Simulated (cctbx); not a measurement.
## Accept or mend?

Cell a = 4.4460 Å, b = 6.2720 Å, c = 9.4740 Å, α = 90.00°, β = 90.00°, γ = 90.00°; space group Immm (no. 71). The compound is Y2VPb2.

Simulated single-crystal data (cctbx): Cu Kα, λ = 1.54184 Å, to d = 0.83 Å, 95 % of the full sphere, strongest reflection 70000 counts, noise from counting, a 2 % proportional error and a noise floor of 8 counts (s.d.); no absorption.

An anisotropic refinement with weights 1/σ² prints:

```text
Rint 0.014, 15 unique reflections to 2.01 A
cycle     R1     wR2    GooF  max shift (A)
   1  0.0039  0.0122   1.907   0.00221
   2  0.0026  0.0053   0.827   0.00000
final R1 0.0026 wR2 0.0053 GooF 0.827  parameters 11  data/parameter 1.4
atom        x        y        z      Ueq    occ   su(xyz)  su(Uiso or U11)
Pb1    0.50000  0.71946  0.00000   0.0064  1.000  0.00013  0.0014
Y1     0.00000  0.50000  0.20877   0.0108  1.000  0.00028  0.0031
V1     0.00000  0.00000  0.00000   0.0056  1.000  0.00000  0.0047  NPD
difference map: max 0.06 min -0.03 rms 0.02
Q1    0.0000  0.5000  0.5000    2    0.06  1.76 A from Pb1
Q2    0.0000  0.0000  0.2796    4    0.05  2.23 A from Y1
Q3    0.0000  0.3098  0.0000    4    0.04  1.94 A from V1
Q4    0.0000  0.5000  0.3102    4    0.02  0.96 A from Y1
```

Q: Accept it or mend it, and why?

Mend it. The fault: data cut at low resolution. Against the right model at the same level, R1 goes from 0.0039 to 0.0026 and GooF from 0.89 to 0.83 and V1 goes non-positive-definite. The atoms are right, but there are too few data for the parameters: R1 flatters and the s.u.s grow. Data per parameter fall from 14.5 to 1.4.

The compound is Y2VPb2. The right model at the same level gives:

```text
Rint 0.016, 159 unique reflections to 0.84 A
cycle     R1     wR2    GooF  max shift (A)
   1  0.0057  0.0149   1.339   0.00009
   2  0.0039  0.0099   0.892   0.00000
final R1 0.0039 wR2 0.0099 GooF 0.892  parameters 11  data/parameter 14.5
atom        x        y        z      Ueq    occ   su(xyz)  su(Uiso or U11)
Pb1    0.50000  0.71911  0.00000   0.0045  1.000  0.00002  0.0001
Y1     0.00000  0.50000  0.20888   0.0057  1.000  0.00002  0.0001
V1     0.00000  0.00000  0.00000   0.0033  1.000  0.00000  0.0003
difference map: max 0.25 min -0.24 rms 0.08
Q1    0.0000  0.2132  0.4144    8    0.26  0.81 A from Pb1
Q2    0.0000  0.0640  0.3055    8    0.23  2.08 A from Pb1
Q3    0.0000  0.5000  0.0625    4    0.22  1.39 A from Y1
Q4    0.0000  0.2033  0.2101    8    0.22  1.86 A from Y1
Q5    0.1739  0.2540  0.5000    8    0.20  0.80 A from Pb1
Q6    0.0000  0.2057  0.0000    4    0.19  1.29 A from V1
```

The model was made for the exercise: a known structure type with other elements put in, its volume estimated, not relaxed; displacement parameters are assumed.

[Middle refinement cycles are left out of these outputs.]

[Logs are printed without paths, hosts, clocks, repeated set-up lines and the standing remarks that a program may print on its own settings, such as how far it seeks lower states.]
